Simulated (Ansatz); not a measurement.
Consider LaZn3P3 (P6_3/mmc).

```yaml
crystal:
  lattice:
    - [4.04901, 0.00000, 0.00000]
    - [-2.02451, 3.50655, 0.00000]
    - [0.00000, 0.00000, 20.18381]
  atoms:
    - { symbol: La, position: [0.00000, 0.00000, 0.50000] }
    - { symbol: La, position: [0.00000, 0.00000, 0.00000] }
    - { symbol: Zn, position: [0.66667, 0.33333, 0.25000] }
    - { symbol: Zn, position: [0.33333, 0.66667, 0.75000] }
    - { symbol: Zn, position: [0.66667, 0.33333, 0.63116] }
    - { symbol: Zn, position: [0.33333, 0.66667, 0.36884] }
    - { symbol: Zn, position: [0.33333, 0.66667, 0.13116] }
    - { symbol: Zn, position: [0.66667, 0.33333, 0.86884] }
    - { symbol: P, position: [0.66667, 0.33333, 0.08964] }
    - { symbol: P, position: [0.33333, 0.66667, 0.91036] }
    - { symbol: P, position: [0.33333, 0.66667, 0.58964] }
    - { symbol: P, position: [0.66667, 0.33333, 0.41036] }
    - { symbol: P, position: [0.66667, 0.33333, 0.75000] }
    - { symbol: P, position: [0.33333, 0.66667, 0.25000] }
```

The cell and positions are those that the Materials Project relaxed with its own functionals (PBE, PBE+U or r2SCAN), kept fixed.

Gaps computed with Ansatz 0.2.0 without a self-energy: HSE06 0.65 eV and r2SCAN 0.38 eV.

Question: Estimate the G0W0@HSE06 gap with 6×6×2 mesh, 1077 empty bands, screening to 140 eV, PAW set soft_1 files.

About 0.75 eV: on its mesh the run moves the gap from 0.65 eV by +0.10 eV. Among the scalar-relativistic levels given, HSE06 is nearest (−0.10 eV). Bands and cutoff are finite, so the gap stands short of the basis limit, usually by up to a few tenths of an eV; the mesh is an error of its own. Empty 4f levels lie near the conduction edge, and their corrections are unsure with these files. The many-body steps are scalar-relativistic: spin-orbit coupling is not in them.

[Long decimals in the printed logs are rounded to 6 places.]

[Logs are printed without paths, hosts, clocks, repeated set-up lines and the standing remarks that a program may print on its own settings, such as how far it seeks lower states.]

[Paths, hosts, dates, memory and timing lines, banners, echoed tables and standing remarks are left out of the program output; an Ansatz launch command may be rebuilt from the run's recorded settings. Measured values are a selection of at most five: reports struck by readers or far from the other reports are left out. None is set beside runs whose start may be inverted or whose files or cutoffs have a known fault.]

[Runs of the session that timed out or met a known fault of the program may be left out.]

[Cells called generated may have been cut or substituted from an entry of the Crystallography Open Database or the Materials Project.]

[Hosts, paths, dates, database ids (printed as entryN), source tags and the programs' standing remarks are cut or masked in the printed files.]

[Where the starting crystal was built by hand or by swapping elements, it need not be the compound's stable phase.]
